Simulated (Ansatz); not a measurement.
# Li (Im-3m): phonon-mediated transition temperature, part 2 of 2

Each step names its level of theory.

So far, coupling constant λ: step 2 (resistivity: PseudoDojo files, PBE PseudoDojo norm-conserving) 0.480; step 3 (electron–phonon run: finite displacements, PBE) 0.479. Also log mean phonon energy ħω_log (meV): step 2 12.8; step 3 13.1.

In doubt: the program doubts the meshes or the phonons of the coupling sums, which bears on λ, Tc and transport values.

## (4) Coupling and resistivity: r2SCAN at its own relaxed cell

The functional sets the lattice constant, the bands and the force constants.

This step: DFT r2SCAN, scalar-relativistic, plane waves, PAW; PAW set soft_1 (Ansatz 0.2.0).

File input.yaml:

```yaml
crystal:
  lattice:
    - [-1.7393478982, 1.7393478982, 1.7393478982]
    - [1.7393478982, -1.7393478982, 1.7393478982]
    - [1.7393478982, 1.7393478982, -1.7393478982]
  atoms:
    - { symbol: Li, position: [0.0, 0.0, 0.0] }
kpoints:
  mp_grid: { grid: [12, 12, 12] }
hamiltonian:
  xc: r2scan
  pseudopotentials: { kind: paw, azcp: { folder: soft_1 } }
scf:
  occupations: { method: methfessel_paxton, width: 0.2 }
output:
  eigenvalues: true
phonons:
  method: dfpt
  qmesh: [4, 4, 4]
  temperatures: { t_max: 1000, t_step: 50 }
  qpath:
    path:
      - [[0.0, 0.0, 0.0], [0.5, -0.5, 0.5], [0.0, 0.0, 0.5], [0.0, 0.0, 0.0], [0.25, 0.25, 0.25], [0.5, -0.5, 0.5]]
      - [[0.25, 0.25, 0.25], [0.0, 0.0, 0.5]]
    npoints: 6
  electrical_resistivity:
    mesh: [16, 16, 16]
    temperatures: [20.0, 50.0, 80.0, 100.0, 150.0, 200.0, 273.0, 300.0, 400.0, 500.0, 600.0, 800.0]
  superconductivity: { mesh: [16, 16, 16], eliashberg_equations: false }
```

The run is started by

```bash
ansatz run input.yaml --threads 16 --pin off --max-ram 92160MiB --backend cuda --events-out ev --progress --plain --runs-dir out --max-vram 78GiB
```

Output:

```text
[...]
Crystal: 1 atoms, lattice volume = 21.048 Å³
Basis set: ecut = 500 eV, 555 PW (Γ), exchange–correlation on 120×120×120 points (125 copies of the dense FFT grid, shifted against one another)
Bands: 6, of which v1, the nominal top of the filled ones, is band 2 counted from 1 (1 counted from 0)
Symmetry: 48 space group operations
k-points: 163 of 1728 (irreducible under 8 space group operations, time reversal used)
[...]
SCF iter   2: F=—  HF=-205.128368 eV  |F-HF|=—  |Δ(HF+E_count)|=   1.37e-2  S|Δr|=    0.00e0  Δρ=2.06e-3  dr2=1.04e-3  dr2_τ=3.42e-6  ethr=1.29e-4  ⟨swp⟩=3.0  Hψ=1882  notcnv=0
[...]
SCF iter   7: F=-205.129641 eV  HF=-205.129641 eV  |F-HF|=3.13e-13  |Δ(HF+E_count)|=  2.44e-10  S|Δr|=    0.00e0  Δρ=6.64e-8  dr2=2.97e-13  dr2_τ=1.22e-14  ethr=1.00e-12  ⟨swp⟩=2.6  Hψ=3079  notcnv=0
SCF 1 converged in 7 iterations: F = -205.129641 eV  dr2 = 2.97e-13
[...]
DFPT response loops at Γ: preconditioner auto → Kerker (q_TF=auto, 1.972 Å⁻¹) (partly filled bands, converged f_vac=0.000); β = 1.00, the filter's whole step (`scf.mixing.beta` (0.50) is not read by the response loops under this deck's `scf.mixing.preconditioner`; to damp them name `kerker` or `kerker_dos`, under which they read `scf.mixing.beta`, and type it under 1.00, their step now; both keys bind the ground state too); Broyden in place of MSR1
[...]
NSCF: frozen V_eff on 72 k-points, pencils in batches of 32, up to order 24
[...]
NSCF: frozen V_eff on 1872 k-points
[...]
k-points: 72 of 1728
[...]
SCF iter   2: F=—  HF=-205.128368 eV  |F-HF|=—  |Δ(HF+E_count)|=   1.37e-2  S|Δr|=    0.00e0  Δρ=2.06e-3  dr2=1.04e-3  dr2_τ=3.42e-6  ethr=1.29e-4  ⟨swp⟩=3.0  Hψ=830  notcnv=0
[...]
SCF 2 converged in 7 iterations: F = -205.129641 eV  dr2 = 2.97e-13
[...]
SCF converged after 7 iterations
[...]
vibrations of 64 cells: unjudged by the run; compare a larger repeat
[...]
--- Superconductivity: potentials and phonons of a 4×4×4 supercell ---
[...]
mesh         λ    ħω_log (meV)  μ* declared at (meV)
       16×16×16    0.4418          14.292               21.592
          8×8×8    0.5144          12.428               20.446
          4×4×4    0.9593           9.371               17.211
  λ by the species' shares of the modes' patterns: Li 0.4418
[...]
0.08      1.677         1.715             -             -             -             -              -
      0.10      1.173         1.197             -             -             -             -              -
      0.12      0.770         0.785             -             -             -             -              -
      0.13      0.606         0.617             -             -             -             -              -
      0.14      0.466         0.474             -             -             -             -              -
      0.16      0.254         0.258             -             -             -             -              -
      0.20      0.046         0.046             -             -             -             -              -
[...]
vibrations of 64 cells: unjudged by the run; compare a larger repeat
[...]
```

Run time: 95 s. Hardware: 1 × NVIDIA GB200 with 16 threads of Arm Neoverse V2, shared host; peak memory 2.1 GiB.

This step gave:

```
volume per atom                                                                : 21.05 Å³/atom
zero point energy                                                              : 0.03954 eV/cell
share of imaginary modes in the plain interpolation between solved wavevectors : 0.0013
highest frequency, solved or plainly interpolated                              : 330.9 cm⁻¹
Debye temperature (second moment)                                              : 423 K
resistivity at 300 K                                                           : 9.82 μΩ cm
coupling constant λ                                                            : 0.4418
density of states at the Fermi level                                           : 0.2165 states/eV a spin and cell
log mean phonon energy ħω_log                                                  : 14.29 meV
transport coupling constant λ_tr                                               : 0.5058, 0.5058, 0.5058 (xx, yy, zz)
Drude plasma energy                                                            : 6.886, 6.886, 6.886 eV (xx, yy, zz)
resistivity times mean free path                                               : 9.816, 9.816, 9.816 × 10⁻¹⁶ Ω m² (xx, yy, zz)
second-moment phonon energy ħω₂                                                : 21.59 meV
coupling λ by branch                                                           : 0.253, 0.0805, 0.109 (branches by rank of frequency)
```

Transition temperatures:

```
  μ*  McMillan Tc (K)  Allen–Dynes Tc (K)
0.08             1.68                1.72
 0.1             1.17                 1.2
0.12             0.77               0.785
0.13            0.606               0.617
0.14            0.466               0.474
0.16            0.254               0.258
 0.2           0.0456              0.0462
```

The Eliashberg function α²F by phonon energy; read off at these points:

```
phonon energy (meV)      α²F   α²F tr
                1.0  0.00182   6.1e-5
                2.0  0.00397   2.7e-4
                3.0  0.00845  0.00112
                4.0   0.0142  0.00500
                5.0   0.0284   0.0193
                6.0   0.0505   0.0539
                7.0   0.0757   0.0959
                8.0   0.0876    0.120
                9.0   0.0919    0.126
               10.0   0.0978    0.134
               11.0    0.104    0.143
               12.0    0.108    0.149
               13.0    0.118    0.167
               14.0    0.128    0.183
               15.0    0.139    0.209
               16.0    0.138    0.209
               17.0    0.107    0.149
               18.0   0.0910    0.119
               19.0   0.0823    0.103
               20.0   0.0770   0.0933
               21.0   0.0783   0.0917
               22.0   0.0790   0.0947
               23.0   0.0846    0.104
               24.0   0.0932    0.118
               25.0   0.0956    0.119
               26.0   0.0921    0.108
               27.0   0.0902   0.0991
               28.0   0.0888   0.0923
               29.0   0.0902   0.0880
               30.0   0.0929   0.0859
               31.0   0.0990   0.0875
               32.0    0.106   0.0903
               33.0    0.117   0.0981
               34.0    0.118   0.0968
               35.0    0.127    0.102
               36.0    0.156    0.123
               37.0    0.231    0.179
               38.0    0.314    0.252
               38.7    0.343    0.316
               39.0    0.330    0.313
               40.0    0.145    0.112
```

Twice the integral of α²F/ω over this curve gives λ = 0.44, half of it from below 15.6 meV. The curve gives ω_log = 15.1 meV, against the program's 14.3 meV.

## (5) Results

```json
{"meshes": "q 4×4×4, k 12×12×12, scattering 16×16×16", "coupling constant λ": "0.442", "log mean phonon energy ħω_log": "14.3 meV", "Allen–Dynes Tc at μ* = 0.1": "1.2 K", "Allen–Dynes Tc at μ* = 0.13": "0.617 K"}
```

In words: In the last run (r2SCAN, q 4×4×4, k 12×12×12, scattering 16×16×16), with λ = 0.44 and ħω_log = 14.3 meV, Tc at μ* = 0.13 is 0.61 K by McMillan's formula and 0.62 K by Allen and Dynes's. Measured: transition temperature: 0.0004 K (below 0.4 mK, ambient pressure; low-temperature measurement; “Superconductivity in lithium below 0.4 millikelvin at ambient pressure”, 2007, Nature, 10 May 2007). At μ* = 0.13 the calculation gives 0.62 K, far above it. These runs do not show the cause; candidates are the relaxed cell, a larger μ*, another crystal phase in the cold and the meshes. Raising μ* from 0.10 to 0.16 lowers the Allen–Dynes value from 1.2 to 0.26 K. By the run's own test λ is not converged in the fine mesh: it moves by 16 % between the two finest. The run's transport test calls it not converged in the mesh; ρ(300 K) moves by 11 % in the component that moves most. In 3 of the runs shown, the last among them, the interpolated phonons dip below zero somewhere, which the program warns of. Over the runs, λ takes the values 0.480, 0.479 and 0.442, in the order shown. μ* is a typed number, phonons are harmonic, and spin fluctuations are left out; at μ* = 0.13 McMillan's formula turns 1 % in λ into about 6.3 % in Tc.

[Logs are printed without paths, hosts, clocks, repeated set-up lines and the standing remarks that a program may print on its own settings, such as how far it seeks lower states.]

[Hosts, paths, dates, database ids (printed as entryN), source tags and the programs' standing remarks are cut or masked in the printed files.]
